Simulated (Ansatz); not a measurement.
# Li on Ru(0001): change of the work function, part 4 of 4

How does Li on the fcc site change the work function of Ru(0001) as the layer fills?

Ansatz 0.2.0; plane-wave DFT, PBE, Ansatz PAW.

So far, work function, upper face (eV): step 2 (the clean slab) 5.05; step 3 (37 atoms, coverage 0.111 ML, cell 3x3) 3.46; step 4 (17 atoms, coverage 0.25 ML, cell 2x2) 2.31; step 5 (18 atoms, coverage 0.5 ML, cell 2x2) 2.29.

## (6) Adsorbate added, k-mesh 12×12×1, coverage 1 ML

System of this step: Li/Ru(0001). The cell holds 5 atoms: 4 Ru and 1 Li. Its edges and angles: a = 2.700 Å, b = 2.700 Å, c = 26.734 Å, α = 90.0°, β = 90.0°, γ = 60.0°. Vacuum lies along c.

Another coverage, to see how the dipoles act on each other as their distance changes.

Contents of input.yaml:

```yaml
crystal:
  lattice:
    - [2.7, 0.0, 0.0]
    - [1.35, 2.3382685902, 0.0]
    - [0.0, 0.0, 26.7339255486]
  atoms:
    - { symbol: Ru, position: [0.6666666667, 0.6666666667, 0.3366508964] }
    - { symbol: Ru, position: [0.0, 0.0, 0.4166391494] }
    - { symbol: Ru, position: [0.6666666667, 0.6666666667, 0.4973526513] }
    - { symbol: Ru, position: [0.0, 0.0, 0.575347875] }
    - { symbol: Li, position: [0.3333333333, 0.3333333333, 0.6633491036] }
kpoints:
  mp_grid: { grid: [12, 12, 1] }
hamiltonian:
  xc: pbe
scf:
  occupations: { method: fermi_dirac, width: 0.1 }
  convergence: { dr2_threshold: 1.0e-08 }
efield:
  axis: 3
  dipole_correction: true
  ramp_position: 0.97
  ramp_width: 0.06
relax:
  f_tol: 0.02
  max_steps: 60
  constraints: [{ sites: [0, 1] }]
output:
  write_potential: true
  write_density: true
  volumetric_format: npy
```

Run with:

```console
> ansatz run input.yaml --threads 4 --pin off --max-ram 16384MiB --backend cpu --events-out ev --progress --plain --runs-dir out
```

Numbers of over 12 decimals in the logs are rounded to 6 here.

The program printed:

```text
[...]
Crystal: 5 atoms, lattice volume = 168.780 Å³
Basis set: ecut = 420 eV, 3347 PW (Γ), exchange–correlation on 40×40×360 points (8 copies of the dense FFT grid, shifted against one another)
Bands: 41, of which v1, the nominal top of the filled ones, is band 34 counted from 1 (33 counted from 0)
Symmetry: 6 space group operations
[...]
--- Relaxed structure (4 steps of the walk, 4 accepted, 0 SCFs on fresh bases) ---
  F+E_penalty+E_count = -23717.93093264 eV   max|allowed force component| = 5.895e-3 eV/Å
  atoms:
    - { symbol: Ru, position: [0.666667, 0.666667, 0.3366508964] }
[...]
- { symbol: Ru, position: [0.666667, 0.666667, 0.496650] }
[...]
- { symbol: Li, position: [0.333333, 0.333333, 0.657461] }
[key lines of the parts left out:]
SCF converged after 9 iterations
Free energy (F): -23717.930933 eV
Fermi energy:    5.189882 eV
Dipole field:    D = 0.052563 V/Å  (p = 0.049027 e·Å, saw-weighted, corrected)
Work function:   Φ+ = 3.7145 eV   Φ− = 5.1198 eV
```

Elapsed: 16 s, on 4 threads of Arm Neoverse V1, shared host; peak memory 0.49 GiB; 63 s of CPU time.

Relaxation path:

| step | energy less that of the first step (eV) | largest force component (eV/Å) |
| --- | --- | --- |
| 1 | 0.0000 | 0.5711 |
| 2 | -0.0277 | 0.2913 |
| 3 | -0.0370 | 0.0336 |
| 4 | -0.0375 | 0.0059 |

Forces are held to the 6 operations that the run works with; a distortion that breaks them can't arise in this run.

The atoms that moved most (Å):

| atom | dx | dy | dz | length |
| --- | --- | --- | --- | --- |
| Li5 | 0.000 | 0.000 | -0.157 | 0.157 |
| Ru3 | 0.000 | 0.000 | -0.019 | 0.019 |
| Ru4 | 0.000 | 0.000 | 0.017 | 0.017 |

Final coordinates:

```xyz
5
Lattice="2.7000 0.0000 0.0000 1.3500 2.3383 0.0000 0.0000 0.0000 26.7339" Properties=species:S:1:pos:R:3
Ru    2.7000    1.5588    9.0000
Ru    0.0000    0.0000   11.1384
Ru    2.7000    1.5588   13.2774
Ru    0.0000    0.0000   15.3982
Li    1.3500    0.7794   17.5765
```

Running mean over 2.138 Å of the planar mean; the ramp of the sawtooth is left out. Electron's electrostatic potential energy less the Fermi level against z:

```
z (Å)  electron's electrostatic potential energy less the Fermi level (eV)
    4                                                                 5.12
    5                                                                 5.11
    6                                                                 5.03
    7                                                                 3.99
    8                                                                -6.23
    9                                                                -14.2
   10                                                                -14.6
   11                                                                -14.8
   12                                                                -14.9
   13                                                                -14.8
   14                                                                -14.9
   15                                                                -14.6
   16                                                                -12.2
   17                                                                -3.40
   18                                                                -1.98
   19                                                                 1.47
   20                                                                 3.30
   21                                                                 3.65
   22                                                                 3.71
   23                                                                 3.71
```

The relaxation took 4 steps and lowered the energy by 0.038 eV; the largest force on the free atoms ends at 0.0059 eV/Å.

The covered face has 3.71 eV, -1.33 eV against the clean one; the bare back face has moved by +0.04 eV, a measure of how thin the slab is.

## (7) Work function against coverage

This step: plane-wave DFT, PBE, Ansatz PAW; work function against coverage (Ansatz 0.2.0).

The runs are now put side by side.

Numbers from this step:

- work function of the clean face: 5.046 eV
- largest change of the work function: -2.760 eV

The work function of the covered face by coverage:

| coverage (adsorbates/nm²) | work function of the covered face (eV) |
| --- | --- |
| 0.00 | 5.05 |
| 1.76 | 3.46 |
| 3.96 | 2.31 |
| 7.92 | 2.29 |
| 15.84 | 3.71 |

The dipole per adsorbate comes from the change of the cell's dipole. Coverage, by row:

| coverage (1/nm²) | coverage (ML) | work function (eV) | change (eV) | dipole per adsorbate, positive end outwards (debye) | mean height of the added atoms over the highest substrate atom (Å) |
| --- | --- | --- | --- | --- | --- |
| 1.76 | 0.1111 | 3.459 | -1.587 | 2.423 | 2.243 |
| 3.96 | 0.25 | 2.308 | -2.738 | 1.851 | 2.154 |
| 7.92 | 0.5 | 2.286 | -2.76 | 0.931 | 2.104 |
| 15.84 | 1 | 3.714 | -1.331 | 0.231 | 2.178 |

## (8) What came out

| Property | Result |
| --- | --- |
| work function of the clean face | 5.05 eV |
| work function at 0.11 ML | 3.46 eV |
| work function at 0.25 ML | 2.31 eV |
| work function at 0.5 ML | 2.29 eV |
| work function at 1 ML | 3.71 eV |
| dipole per adsorbate at 0.11 ML, positive end outwards | 2.42 D |

In words: Li lowers the work function of Ru(0001) at the lowest coverage, by 1.59 eV: the adsorbate layer has its positive end outwards. The dipole per adsorbate falls from 2.42 to 0.23 D as the layer fills. Neighbouring dipoles depolarise each other, and heights and bonding change with coverage too. The work function passes a minimum near 0.5 ML among the coverages run and rises again. The slab has 4 layers, at the tabulated experimental lattice constant, one starting site was run, and quantum-size effects of a slab this thin can reach one or two tenths of an eV.

[Logs are printed without paths, hosts, clocks, repeated set-up lines and the standing remarks that a program may print on its own settings, such as how far it seeks lower states.]

[Hosts, paths, dates, database ids (printed as entryN), source tags and the programs' standing remarks are cut or masked in the printed files.]

[Maps of the electrostatic potential energy from Ansatz leave out the sawtooth potential of an applied field or a dipole correction, so their vacuum need not be flat; planar profiles and work functions include it.]
